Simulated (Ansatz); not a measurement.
## TlGa (hypothetical, Fm-3m): thermal expansion from first principles

How much does TlGa (hypothetical) expand with temperature? The compound is hypothetical: it was made by swapping elements on a known structure type.

Method: DFT PBE, scalar-relativistic, plane waves, PAW, in Ansatz 0.2.0.

## Step 1: Set-up

The structure is cubic, space group Fm-3m (No. 225). The conventional cell has a = 5.282 Å, b = 5.282 Å, c = 5.282 Å, α = 90.00°, β = 90.00°, γ = 90.00°. Nearest to Tl lie 6 Ga at 2.64 Å. Nearest to Ga lie 6 Tl at 2.64 Å. Farther neighbours are not listed.

## Step 2: A first coarse run

Before spending time, one coarse run tells the gap and the pressure of the starting cell.

input.yaml reads:

```yaml
crystal:
  lattice:
    - [0.0, 2.64103, 2.64103]
    - [2.64103, 0.0, 2.64103]
    - [2.64103, 2.64103, 0.0]
  atoms:
    - { symbol: Tl, position: [0.0, 0.0, 0.0] }
    - { symbol: Ga, position: [0.5, 0.5, 0.5] }
kpoints:
  mp_grid: { grid: [6, 6, 6] }
hamiltonian:
  xc: pbe
scf:
  occupations: { method: gaussian, width: 0.1 }
output:
  forces: true
  stress: true
  eigenvalues: true
```

Run with:

```bash
ansatz run input.yaml --threads 4 --pin off --max-ram 8192MiB --backend cpu --events-out ev --progress --plain --runs-dir out
```

Numbers of over 12 decimals in the logs are rounded to 6 here.

What it wrote:

```text
Engine: ansatz 0.2.0, x86_64-unknown-linux-gnu
Pseudopotentials: kind: paw
Pseudopotential: Tl, paw, valence charge 13, recommended cutoff 420 eV (normal), Tl.paw.azcp
Pseudopotential: Ga, paw, valence charge 13, recommended cutoff 420 eV (normal), Ga.paw.azcp
Functional definition: PBE
  parameter kappa = 0.804
  parameter beta = 0.066725
  exchange = pbe_x(kappa = kappa, mu = beta*pi^2/3)
  correlation = pbe_c(beta = beta)
Crystal: 2 atoms, lattice volume = 36.843 Å³
Basis set: ecut = 420 eV, 725 PW (Γ), exchange–correlation on 50×50×50 points (8 copies of the dense FFT grid, shifted against one another)
Bands: 17, of which v1, the nominal top of the filled ones, is band 13 counted from 1 (12 counted from 0)
Symmetry: 48 space group operations
Space group: Fm-3m (ITA 225), of the structure as read, at distance tolerance 3.3e-5 Å
k-points: 16 of 216
Non-local potential: Tl, projectors of the file, l = 0: 2, l = 1: 2, l = 2: 2, l = 3: 1
Non-local potential: Ga, projectors of the file, l = 0: 2, l = 1: 2, l = 2: 3, l = 3: 1
PAW form: soft (Blöchl's): semilocal exchange-correlation on the pseudo side does not see the compensation charge
PAW one-centre angular grid: Tl, 590 points (default); XC on 64 Gauss nodes
PAW one-centre angular grid: Ga, 590 points (default); XC on 64 Gauss nodes
Initial density: superposition of atomic densities (neutral atoms: chi_scale 0, normalization atom), corrected by the library's trained network
Initial wavefunctions: pseudopotential atomic-orbital guess
Functional: x = pbe(κ = 0.804, μ = 0.219515), c = pbe(β = 0.066725)
SCF iter   1: F=—  HF=-15225.687207 eV  |F-HF|=—  |Δ(HF+E_count)|=         —  Δρ=2.35e-3  dr2=2.83e-3  ethr=1.77e-3  ⟨swp⟩=5.6  Hψ=1430  notcnv=0
preconditioner: auto → none  [insulator: Δε(μ)=0.242 eV  Ē_g=17.032 eV  σ=0.100 eV  W_gap=0.66  n_scr=14 (ndim 8)  ℏωp=31.2 eV  f_vac=0.000  D(μ)=1.15/eV (n_scr^D=8)  ε∞_Penn≈4.4]
SCF iter   2: F=—  HF=-15225.685158 eV  |F-HF|=—  |Δ(HF+E_count)|=   2.05e-3  Δρ=6.97e-4  dr2=1.26e-4  ethr=1.09e-5  ⟨swp⟩=2.7  Hψ=576  notcnv=0
SCF iter   3: F=—  HF=-15225.685129 eV  |F-HF|=—  |Δ(HF+E_count)|=   2.90e-5  Δρ=2.79e-4  dr2=1.31e-5  ethr=4.86e-7  ⟨swp⟩=2.2  Hψ=413  notcnv=0  defer=1
SCF iter   4: F=—  HF=-15225.685129 eV  |F-HF|=—  |Δ(HF+E_count)|=   2.84e-7  Δρ=6.34e-5  dr2=5.35e-7  ethr=5.03e-8  ⟨swp⟩=2.0  Hψ=465  notcnv=0  defer=1
SCF iter   5: F=—  HF=-15225.685129 eV  |F-HF|=—  |Δ(HF+E_count)|=   4.68e-7  Δρ=2.63e-5  dr2=1.25e-7  ethr=2.06e-9  ⟨swp⟩=2.0  Hψ=470  notcnv=0  defer=1
SCF iter   6: F=-15225.685130 eV  HF=-15225.685130 eV  |F-HF|=1.08e-8  |Δ(HF+E_count)|=   8.76e-8  Δρ=7.20e-6  dr2=6.83e-9  ethr=3.85e-10  ⟨swp⟩=5.9  Hψ=1258  notcnv=0
SCF 1 converged in 6 iterations: F = -15225.685130 eV  dr2 = 6.83e-9
  greatest PAW one-centre occupation: 0.994 electrons in one spin orbital (limit 2), on the Ga atom at site 1 (counted from 0), in its partial waves of l = 2
SCF converged after 6 iterations
Free energy (F): -15225.685130 eV
Harris-Foulkes:  -15225.685130 eV  (|F-HF|=1.08e-8)
Internal energy: -15225.679371 eV  (E = F + TS)
E sigma→0 (E₀):  -15225.682250 eV
Entropy (-TS):   -0.005758 eV (-2.879 meV/atom)
Fermi energy:    13.944064 eV
--- Per-component energies (eV) ---
  E_band       = 61.961795
  E_kinetic    = 457.832273
  E_local      = -2457.403339  (includes V_loc(G=0)·N_el)
  E_nonlocal   = 738.666986
  E_hartree    = 1103.665582
  E_xc         = -303.918597
  E_vxc        = -205.761612  (∫ρ·V_xc dr)
  E_paw        = -12150.134174  (= ΣΔE_a)
  E_vpaw       = -678.704032  (= ΣTr[D̂ρ^β])
  E_aug_tail   = -0.000097  (compensation charges beyond the density's cutoff)
  E_ewald      = -2614.388005
  E_smearing   = -0.005758  (= −TS)
  E_closure    = 0.000000  (closes the sum)
  Σ components = -15225.685130   (vs F -15225.685130, Δ=0.00e0)
--- Forces (eV/Å), atoms counted from 1 ---
  atom   1  Tl    -0.00000000    -0.00000000    -0.00000000
  atom   2  Ga     0.00000000    -0.00000000     0.00000000
  max |Σ_I F_I| component: 2.09e-29 eV/Å
--- Stress (GPa, compression-positive) ---
       30.719172      -0.000000      -0.000000
        0.000000      30.719172       0.000000
        0.000000      -0.000000      30.719172
  P = ⅓ Tr σ = 30.7192 GPa (307.192 kbar)
--- Band table (eV; the first three rows and the last of 16) ---
  k-point 0: bands = [... 9 lower, 2.1988, 2.1988, 16.7040, 16.7040, 16.7040, 19.2705, 22.1930, 23.6829]
  k-point 1: bands = [... 9 lower, 2.1147, 2.1147, 13.5585, 16.8801, 16.8801, 20.2766, 21.9362, 22.2548]
  k-point 2: bands = [... 9 lower, 2.1429, 3.5856, 9.5424, 17.4239, 17.4239, 19.2801, 20.0697, 20.0697]
  k-point 15: bands = [... 9 lower, 2.2816, 7.8187, 9.6920, 9.9057, 11.5603, 17.7870, 21.1736, 23.7279]
```

The job ended after 1.4 s (4 threads of Intel Xeon Platinum 8488C (Sapphire Rapids), shared host; peak memory 0.36 GiB; 1.8 s of CPU time).

Numbers from this step:

```
pressure          : 30.72 GPa
volume per atom   : 18.42 Å³
gap on the k-mesh : 0 eV
```

The start is under 31 GPa at this level and looks like a metal on this mesh.

## Step 3: A loose first relaxation

The start is far from rest, so a relaxation with loose thresholds first brings it near the minimum.

Changes to input.yaml since step 2:

```diff
@@ -18 +18,6 @@
   eigenvalues: true
+relax:
+  adjacent_minimum: "off"
+  f_tol: 0.05
+  max_steps: 80
+  cell: { stress_tol: 0.5 }
```

What it wrote:

```text
[...]
Crystal: 2 atoms, lattice volume = 36.843 Å³
Basis set: ecut = 420 eV, 725 PW (Γ), exchange–correlation on 50×50×50 points (8 copies of the dense FFT grid, shifted against one another)
Bands: 17, of which v1, the nominal top of the filled ones, is band 13 counted from 1 (12 counted from 0)
Symmetry: 48 space group operations
[...]
k-points: 16 of 216
[...]
SCF iter   1: F=—  HF=-15225.687207 eV  |F-HF|=—  |Δ(HF+E_count)|=         —  Δρ=2.35e-3  dr2=2.83e-3  ethr=1.77e-3  ⟨swp⟩=5.6  Hψ=1430  notcnv=0
[...]
SCF iter   6: F=-15225.685130 eV  HF=-15225.685130 eV  |F-HF|=1.08e-8  |Δ(HF+E_count)|=   8.76e-8  Δρ=7.20e-6  dr2=6.84e-9  ethr=3.85e-10  ⟨swp⟩=5.9  Hψ=1258  notcnv=0
SCF 1 converged in 6 iterations: F = -15225.685130 eV  dr2 = 6.84e-9
[...]
relax step   1: F+E_penalty+E_count = -15225.68512955 eV  Δ(F+E_penalty+E_count) = +0.000e0 eV  max|allowed force component| = 7.967e-29 eV/Å  Δτ_max = 0.0000 Å  P = +30.719 GPa  Ω = 36.843 Å³  (6 SCF iters, dr2 threshold 1.00e-7 eV, accepted)
Crystal: 2 atoms, lattice volume = 42.498 Å³
Basis set: ecut = 420 eV, 869 PW (Γ), exchange–correlation on 50×50×50 points (8 copies of the dense FFT grid, shifted against one another)
[...]
iter 1 solved again at ethr=7.67e-5 eV; its pass at ethr=3.10e-3 eV (dr2=2.00e-2 eV) is discarded
[...]
SCF iter   6: F=-15226.404663 eV  HF=-15226.404663 eV  |F-HF|=2.68e-8  |Δ(HF+E_count)|=   1.02e-6  Δρ=1.51e-5  dr2=6.37e-8  ethr=7.69e-10  ⟨swp⟩=7.2  Hψ=1479  notcnv=0
SCF 2 converged in 6 iterations: F = -15226.404663 eV  dr2 = 6.37e-8
relax step   2: F+E_penalty+E_count = -15226.40466321 eV  Δ(F+E_penalty+E_count) = -7.195e-1 eV  max|allowed force component| = 1.052e-29 eV/Å  Δτ_max = 0.0000 Å  P = +12.471 GPa  Ω = 42.498 Å³  energy of the carried Pulay correction = -2.537e-3 eV  (6 SCF iters, dr2 threshold 2.00e-7 eV, accepted)
Crystal: 2 atoms, lattice volume = 47.460 Å³
Basis set: ecut = 420 eV, 941 PW (Γ), exchange–correlation on 50×50×50 points (8 copies of the dense FFT grid, shifted against one another)
[...]
SCF iter   6: F=-15226.671707 eV  HF=-15226.671707 eV  |F-HF|=8.98e-9  |Δ(HF+E_count)|=   6.18e-7  Δρ=1.01e-5  dr2=3.55e-8  ethr=7.69e-10  ⟨swp⟩=6.9  Hψ=1383  notcnv=0
SCF 3 converged in 6 iterations: F = -15226.671707 eV  dr2 = 3.55e-8
relax step   3: F+E_penalty+E_count = -15226.67170664 eV  Δ(F+E_penalty+E_count) = -2.670e-1 eV  max|allowed force component| = 1.088e-29 eV/Å  Δτ_max = 0.0000 Å  P = +5.287 GPa  Ω = 47.460 Å³  energy of the carried Pulay correction = -4.486e-3 eV  (6 SCF iters, dr2 threshold 2.00e-7 eV, accepted)
[...]
relax step   4: F+E_penalty+E_count = -15226.74667174 eV  Δ(F+E_penalty+E_count) = -7.497e-2 eV  max|allowed force component| = 9.171e-30 eV/Å  Δτ_max = 0.0000 Å  P = +0.465 GPa  Ω = 51.912 Å³  energy of the carried Pulay correction = -6.052e-3 eV  (7 SCF iters, dr2 threshold 2.00e-7 eV, accepted)
[...]
relax step   5: F+E_penalty+E_count = -15226.76574691 eV  Δ(F+E_penalty+E_count) = -1.908e-2 eV  max|allowed force component| = 1.464e-29 eV/Å  Δτ_max = 0.0000 Å  P = +1.282 GPa  Ω = 51.912 Å³  stress off target by 1.28e0 GPa  SCF on the basis re-selected at this cell (its energy is not comparable with the rows above)  (7 SCF iters)
[...]
relax step   6: F+E_penalty+E_count = -15226.77222649 eV  Δ(F+E_penalty+E_count) = -6.480e-3 eV  max|allowed force component| = 5.082e-29 eV/Å  Δτ_max = 0.0000 Å  P = +0.406 GPa  Ω = 53.225 Å³  energy of the carried Pulay correction = -3.473e-4 eV  (5 SCF iters, dr2 threshold 2.00e-7 eV, accepted)
[...]
SCF iter   5: F=-15226.772550 eV  HF=-15226.772550 eV  |F-HF|=7.20e-10  |Δ(HF+E_count)|=   3.00e-9  Δρ=1.01e-6  dr2=7.17e-10  ethr=7.69e-12  ⟨swp⟩=4.1  Hψ=855  notcnv=0
SCF 7 converged in 5 iterations: F = -15226.772550 eV  dr2 = 7.17e-10
relax step   7: F+E_penalty+E_count = -15226.77255032 eV  Δ(F+E_penalty+E_count) = -3.238e-4 eV  max|allowed force component| = 8.444e-29 eV/Å  Δτ_max = 0.0000 Å  P = +0.400 GPa  Ω = 53.225 Å³  stress off target by 4.00e-1 GPa  SCF on the basis re-selected at this cell (its energy is not comparable with the rows above)  (5 SCF iters)
[...]
SCF converged after 5 iterations
Free energy (F): -15226.772550 eV
[...]
Internal energy: -15226.763412 eV  (E = F + TS)
E sigma→0 (E₀):  -15226.767981 eV
Entropy (-TS):   -0.009138 eV (-4.569 meV/atom)
Fermi energy:    8.510331 eV
[...]
--- Stress (GPa, compression-positive) ---
        0.400411       0.000000       0.000000
        0.000000       0.400411       0.000000
        0.000000      -0.000000       0.400411
  P = ⅓ Tr σ = 0.4004 GPa (4.004 kbar)
--- Band table (eV; the first three rows and the last of 16) ---
  k-point 0: bands = [... 9 lower, -2.8543, -1.2876, 9.5159, 10.6311, 10.6311, 10.6311, 16.2553, 16.2553]
  k-point 1: bands = [... 9 lower, -2.8498, -0.9235, 7.2204, 10.7146, 10.7146, 11.9635, 14.7345, 14.9312]
  k-point 2: bands = [... 9 lower, -2.8135, 0.1732, 4.4148, 11.0629, 11.0629, 12.2183, 13.1782, 13.1782]
  k-point 15: bands = [... 9 lower, -2.7562, 2.6598, 4.2275, 5.7386, 7.0414, 10.8305, 14.8069, 15.3893]
--- Relaxed structure (5 steps of the walk, 5 accepted, 2 SCFs on fresh bases) ---
  F+E_penalty+E_count = -15226.77255032 eV   max|allowed force component| = 8.444e-29 eV/Å   (the final SCF, on the basis selected at the relaxed cell)
  cell:  # Å, volume = 53.2254 Å³
    - [0, 2.985587, 2.985587]
    - [2.985587, 0, 2.985587]
    - [2.985587, 2.985587, 0]
  atoms:
    - { symbol: Tl, position: [0, 0, 0] }
    - { symbol: Ga, position: [0.500000, 0.500000, 0.500000] }
```

The job ended after 2.1 s (4 threads; peak memory 0.4 GiB; 6.1 s of CPU time).

Relaxation path:

| step | energy less that of the first step (eV) | largest force component (eV/Å) | pressure (GPa) | volume (Å³) |
| --- | --- | --- | --- | --- |
| 1 | 0.0000 | 0.0000 | 30.72 | 36.84 |
| 2 | -0.7195 | 0.0000 | 12.47 | 42.50 |
| 3 | -0.9866 | 0.0000 | 5.29 | 47.46 |
| 4 | -1.0615 | 0.0000 | 0.47 | 51.91 |
| 5* | -1.0806 | 0.0000 | 1.28 | 51.91 |
| 6 | -1.0871 | 0.0000 | 0.41 | 53.23 |
| 7* | -1.0874 | 0.0000 | 0.40 | 53.23 |

Relaxation steps marked * repeat the geometry before them on a plane-wave basis chosen anew for their cell, so energy and pressure can jump there.

The run keeps the 48 symmetry operations that it works with, so distortions that break them were not tested.

| cell as run | before | after | change |
| --- | --- | --- | --- |
| a (Å) | 3.735 | 4.222 | +13.0 % |
| b (Å) | 3.735 | 4.222 | +13.0 % |
| c (Å) | 3.735 | 4.222 | +13.0 % |
| volume (Å³/atom) | 18.42 | 26.61 | +44.5 % |

The relaxed structure:

```
Tl Ga
1.0
     0.00000    2.98559    2.98559
     2.98559    0.00000    2.98559
     2.98559    2.98559    0.00000
Tl Ga
1 1
Direct
  0.00000 0.00000 0.00000
  0.50000 0.50000 0.50000
```

Numbers from this step:

| Quantity | Value |
| --- | --- |
| pressure | 0.4004 GPa |
| volume per atom | 26.61 Å³ |

The relaxation ends with a pressure of 0.40 GPa.

## Step 4: Relaxation

Phonons are second derivatives about a minimum, so cell and atoms are relaxed first, inside the symmetry of the start.

input.yaml, the sections that differ from step 3:

```yaml
crystal:
  lattice:
    - [0.0, 2.985586778, 2.985586778]
    - [2.985586778, 0.0, 2.985586778]
    - [2.985586778, 2.985586778, 0.0]
  atoms:
    - { symbol: Tl, position: [0.0, 0.0, 0.0] }
    - { symbol: Ga, position: [0.5, 0.5, 0.5] }
kpoints:
  mp_grid: { grid: [12, 12, 12] }
relax:
  adjacent_minimum: "off"
  f_tol: 0.005
  max_steps: 80
  cell: { stress_tol: 0.05 }
# hamiltonian, scf, output: as in step 3
```

What it wrote:

```text
[...]
Crystal: 2 atoms, lattice volume = 53.225 Å³
Basis set: ecut = 420 eV, 1037 PW (Γ), exchange–correlation on 60×60×60 points (8 copies of the dense FFT grid, shifted against one another)
Bands: 17, of which v1, the nominal top of the filled ones, is band 13 counted from 1 (12 counted from 0)
Symmetry: 48 space group operations
[...]
k-points: 72 of 1728
[...]
k-point 71: bands = [... 9 lower, -2.8754, 2.8025, 3.5959, 6.2348, 6.2348, 12.5533, 13.1381, 16.2225]
--- Relaxed structure (3 steps of the walk, 3 accepted, 1 SCFs on fresh bases) ---
[...]
cell:  # Å, volume = 53.7743 Å³
    - [0, 2.995815, 2.995815]
    - [2.995815, 0, 2.995815]
    - [2.995815, 2.995815, 0]
  atoms:
    - { symbol: Tl, position: [0, 0, 0] }
    - { symbol: Ga, position: [0.5, 0.5, 0.5] }
[key lines of the parts left out:]
SCF converged after 6 iterations
Free energy (F): -15226.789222 eV
Fermi energy:    8.396069 eV
P = ⅓ Tr σ = 0.0057 GPa (0.057 kbar)
```

Elapsed: 4.2 s, on 4 threads; peak memory 0.48 GiB.

Step by step:

| step | energy less that of the first step (eV) | largest force component (eV/Å) | pressure (GPa) | volume (Å³) |
| --- | --- | --- | --- | --- |
| 1 | 0.0000 | 0.0000 | 0.25 | 53.23 |
| 2 | -0.0003 | 0.0000 | 0.08 | 53.60 |
| 3 | -0.0003 | 0.0000 | 0.01 | 53.77 |
| 4* | -0.0004 | 0.0000 | 0.01 | 53.77 |

Relaxation steps marked * repeat the geometry before them on a plane-wave basis chosen anew for their cell, so energy and pressure can jump there.

The run keeps the 48 symmetry operations that it works with, so distortions that break them were not tested.

| conventional cell, symmetrised | before | after | change |
| --- | --- | --- | --- |
| a (Å) | 5.971 | 5.992 | +0.3 % |
| b (Å) | 5.971 | 5.992 | +0.3 % |
| c (Å) | 5.971 | 5.992 | +0.3 % |
| volume (Å³/atom) | 26.61 | 26.89 | +1.0 % |

Final coordinates:

```xyz
2
Lattice="0.0000 2.9958 2.9958 2.9958 0.0000 2.9958 2.9958 2.9958 0.0000" Properties=species:S:1:pos:R:3 pbc="T T T"
Tl    0.0000    0.0000    0.0000
Ga    2.9958    2.9958    2.9958
```

This step gave:

```yaml
pressure: 0.005744 GPa
volume_per_atom: 26.89 Å³
```

The relaxation ends with a pressure of 0.01 GPa.

## Step 5: Tight relaxation

The thresholds are tightened for a last relaxation ahead of the phonons, and where mesh or smearing change with them the cell follows.

input.yaml, the sections that differ from step 4:

```yaml
crystal:
  lattice:
    - [0.0, 2.995815394, 2.995815394]
    - [2.995815394, 0.0, 2.995815394]
    - [2.995815394, 2.995815394, 0.0]
  atoms:
    - { symbol: Tl, position: [0.0, 0.0, 0.0] }
    - { symbol: Ga, position: [0.5, 0.5, 0.5] }
scf:
  occupations: { method: methfessel_paxton, width: 0.15 }
relax:
  adjacent_minimum: "off"
  f_tol: 0.001
  max_steps: 60
  cell: { stress_tol: 0.01 }
# kpoints, hamiltonian, output: as in step 4
```

What it wrote:

```text
[...]
Crystal: 2 atoms, lattice volume = 53.774 Å³
Basis set: ecut = 420 eV, 1067 PW (Γ), exchange–correlation on 60×60×60 points (8 copies of the dense FFT grid, shifted against one another)
Bands: 17, of which v1, the nominal top of the filled ones, is band 13 counted from 1 (12 counted from 0)
Symmetry: 48 space group operations
[...]
k-points: 72 of 1728
[...]
k-point 71: bands = [... 9 lower, -2.8706, 2.8074, 3.6010, 6.2387, 6.2387, 12.5604, 13.1455, 16.2291]
--- Relaxed structure (2 steps of the walk, 2 accepted, 1 SCFs on fresh bases) ---
[...]
cell:  # Å, volume = 53.7502 Å³
    - [0, 2.995368, 2.995368]
    - [2.995368, 0, 2.995368]
    - [2.995368, 2.995368, 0]
  atoms:
    - { symbol: Tl, position: [0, 0, 0] }
    - { symbol: Ga, position: [0.5, 0.5, 0.5] }
[key lines of the parts left out:]
SCF converged after 6 iterations
Free energy (F): -15226.786273 eV
Fermi energy:    8.392300 eV
P = ⅓ Tr σ = -0.0062 GPa (-0.062 kbar)
```

Run time: 2.4 s. Hardware: 4 threads; peak memory 0.47 GiB.

Little changed from the start: no atom moved by 0.005 Å and no cell edge by 0.1 %.

Numbers from this step:

* pressure: -0.006190 GPa
* volume per atom: 26.88 Å³

The residual pressure is -0.0062 GPa, small enough for phonons.

(Continued in part 2 of 3.)

[Logs are printed without paths, hosts, clocks, repeated set-up lines and the standing remarks that a program may print on its own settings, such as how far it seeks lower states.]

[Hosts, paths, dates, database ids (printed as entryN), source tags and the programs' standing remarks are cut or masked in the printed files.]

[A step with changed settings may run another functional than the one named; its input shows which.]

[Pressures of single members of a volume series are the stress at the run's cutoff; with an incomplete basis they can lie off −dE/dV of the same runs, and they are not shown converged.]
